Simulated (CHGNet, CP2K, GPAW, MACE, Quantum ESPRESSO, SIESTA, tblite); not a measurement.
**Other levels on random packing of Si57C22H21 (at. %) (99 atoms)**

Density of this cell: 2.20 g/cm³. The cell holds 99 atoms: 56 Si, 22 C and 21 H. Its edges and angles: a = 11.200 Å, b = 11.200 Å, c = 11.200 Å, α = 90.0°, β = 90.0°, γ = 90.0°. 99 atoms (56 Si, 22 C, 21 H) packed at random in a cube at 2.2 g/cm³ and pushed apart as soft spheres; a start for melting by ab initio MD, not an equilibrated structure. Then every atom was moved at random, 0.05 Å r.m.s. a Cartesian component (hydrogen 0.6 of that).

Geometry: as built.

The reference, a calculation:

```
method                 : Kohn-Sham DFT, PBE, SSSP efficiency 1.3.0 pseudopotentials, plane waves (Quantum ESPRESSO 7.5); sssp-pbe-1.3.0-efficiency, cutoffs 60/480 Ry, Γ point
r.m.s. force component : 1.77 eV/Å
longest force          : 7.461 eV/Å
pressure               : -2.478 GPa
time                   : 8 min on 2 MPI ranks of Arm Neoverse V1, shared host
CPU time               : 16 min
```

**Question.** The same geometry is run in other programs. How far does each lie from the reference, and what does it cost?
- SIESTA PBE, TZP, shift 0.01 Ry, mesh 300 Ry (SIESTA 5.4.2; 2 MPI ranks)
- CHGNet 0.3.0 potential (CHGNet 0.3.0; 1 thread)
- CP2K PBE, TZV2P-UZH, 450/50 Ry, diagonalisation (CP2K 2026.2; 4 MPI ranks)
- CP2K PBE, DZVP-MOLOPT-SR, 630/50 Ry, diagonalisation (CP2K 2026.2; 4 MPI ranks)
- GPAW PBE, LCAO dzp, h 0.2 Å, other mixer settings (GPAW 26.7.0; 2 MPI ranks)
- GPAW PBE, LCAO dzp, h 0.2 Å (GPAW 26.7.0; 1 thread)
- SIESTA PBE, DZP, shift 0.01 Ry, mesh 300 Ry (SIESTA 5.4.2; 2 MPI ranks)
- tblite GFN1-xTB (tblite 0.8.0; 1 thread)
- CP2K PBE, DZVP-MOLOPT-SR, 450/50 Ry, diagonalisation (CP2K 2026.2; 2 threads)
- SIESTA PBE, DZP, shift 0.002 Ry, mesh 300 Ry (SIESTA 5.4.2; 2 MPI ranks)

Differences are against the plane-wave reference, forces as r.m.s. over components; share is that over the reference's r.m.s. force, slope the least-squares factor from reference forces to these. Total energies of different programs have different zeros and aren't compared.

```tsv
run	Δ force, r.m.s. (meV/Å)	share (%)	slope	Δ pressure (GPa)	cores	CPU time	memory (GiB)
reference	-	-	-	-	2	16 min	5.7
SIESTA PBE, TZP, shift 0.01 Ry, mesh 300 Ry	116	6.57	1.046	0.985	2	9.6 min	1.9
CHGNet 0.3.0 potential	536	30.3	0.881	-1.38	1	4.8 s	1.3
CP2K PBE, TZV2P-UZH, 450/50 Ry, diagonalisation	41.7	2.35	0.980	-0.524	4	29 min	4.8
CP2K PBE, DZVP-MOLOPT-SR, 630/50 Ry, diagonalisation	88.5	5.00	1.008	-1.33	4	8 min	6.0
GPAW PBE, LCAO dzp, h 0.2 Å, other mixer settings	120	6.78	1.042	-	2	10 min	1.7
GPAW PBE, LCAO dzp, h 0.2 Å	121	6.83	1.042	-	1	7.4 min	1.5
SIESTA PBE, DZP, shift 0.01 Ry, mesh 300 Ry	118	6.68	1.044	1.12	2	6.9 min	1.6
tblite GFN1-xTB	942	53.2	1.453	7.88	1	6.5 s	0.15
CP2K PBE, DZVP-MOLOPT-SR, 450/50 Ry, diagonalisation	88.5	5.00	1.008	-1.33	2	5.6 min	2.6
SIESTA PBE, DZP, shift 0.002 Ry, mesh 300 Ry	141	7.96	1.055	1.64	2	19 min	2.4
```

Times of the machine-learned potentials are mostly Python's start and the loading of weights.

CPU time is summed over cores on a shared host, where runs went side by side, so it is rough. Symmetry, cutoffs, thresholds, outputs and thread counts weren't matched or tuned between programs; memory under MPI is the largest rank's times the ranks.

The PBE runs in local orbitals differ by 2.4 % (CP2K PBE, TZV2P-UZH, 450/50 Ry, diagonalisation) to 8.0 % (SIESTA PBE, DZP, shift 0.002 Ry, mesh 300 Ry); basis, grid and potentials can all enter. Tight binding differs by 53 % (tblite GFN1-xTB); it is another model, with fitted parameters of its own, and the xTB methods hold dispersion. Machine-learned potentials differ by 30 % (CHGNet 0.3.0 potential); they were trained on other programs' data. Of the electronic-structure runs that take under half the reference's CPU time, CP2K PBE, DZVP-MOLOPT-SR, 450/50 Ry, diagonalisation is among the nearest, at 5.0 % in 5.6 min against 16 min. Periodic xTB results under one method name differ between programs and library versions. The electron count is odd in these runs, and they have no spin polarisation, so the unpaired electron is spread evenly over both spins. Machine-learned potentials mimic data converged in k, so the reference's own k-point error enters their differences. The electronic-structure runs sample only Γ, in a cell whose shortest periodic width is 11 Å, which is coarse for a cell with partly filled levels.

[Logs are printed without paths, hosts, clocks, repeated set-up lines and the standing remarks that a program may print on its own settings, such as how far it seeks lower states.]

[Hosts, paths, dates, database ids (printed as entryN), source tags and the programs' standing remarks are cut or masked in the printed files.]
